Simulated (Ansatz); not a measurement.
## Equation of state of rock salt SnTe

How stiff is rock salt SnTe under hydrostatic load? Each row relaxes cell and atoms at a set pressure. The symmetry of the cell is held, so distortions that would lower it, which this phase may prefer, aren't tested. The phase is followed to these pressures whether or not it stays the stable one.

Calculated with Ansatz 0.2.0, PBEsol, PAW files of the set soft_1, cutoff 600 eV, Fermi–Dirac smearing 0.02 eV, k-mesh 8×8×8, no spin polarisation, no spin-orbit coupling.

Reference cell, relaxed at zero pressure with PBEsol (Fm-3m): a = 4.4467 Å, b = 4.4467 Å, c = 4.4467 Å, α = 60.00°, β = 60.00°, γ = 60.00°.

```csv
atom,x,y,z
Te,0.5000,0.5000,0.5000
Sn,0.0000,0.0000,0.0000
```

```
V (Å³/atom)    V/V0  P (GPa)  E − E0 (meV/atom)
    31.7938  1.0227   −1.013                2.3
    30.4792  0.9804    0.983                1.8
    29.9147  0.9623    1.998                7.1
    28.9421  0.9310    3.999               25.1
    27.3852  0.8809    7.994               82.5
```

V0 = 31.0874 Å³ an atom, where the residual pressure P0 is −0.001 GPa. **Question.** Fit the Birch–Murnaghan law and give the pressure and the energy at V = 28.1114 Å³ an atom, a row left out above.

With the Eulerian strain f = ½[(V0/V)^(2/3) − 1] and F = (P − P0)/[3f(1 + 2f)^(5/2)], the third-order law is the line F = B0 + (3/2) B0 (B′ − 4) f.

| f | F (GPa) |
| --- | --- |
| 0.04410 | 48.91 |
| 0.02441 | 48.48 |
| 0.01298 | 48.14 |
| 0.00663 | 47.87 |
| −0.00743 | 47.11 |

A straight line through the 5 rows: the means are 0.01614 for f and 48.102 for F, Σ(Δx)² = 0.001506 and ΣΔxΔy = 0.05119, so the slope is 0.05119/0.001506 = 33.985 and the intercept 48.102 − (33.985)(0.01614) = 47.554.

Hence B0 = 47.6 GPa and B′ = 4 + (34.0)/(1.5 × 47.6) = 4.48. For the withheld volume f = 0.03469, F = 48.73 GPa and P = 6.00 GPa. The run itself gives 6.00 GPa, so the estimate misses by 0.00 GPa, a rounding's worth.

Integrating the same law gives E − E0 = (9/2) B0 V0 f²[1 + (B′ − 4) f] + P0(V0 − V), with 1 GPa Å³ = 6.2415 meV: 50.8 meV an atom. The run itself gives 50.9 meV, so the estimate misses by 0.1 meV, a rounding's worth.

[Logs are printed without paths, hosts, clocks, repeated set-up lines and the standing remarks that a program may print on its own settings, such as how far it seeks lower states.]
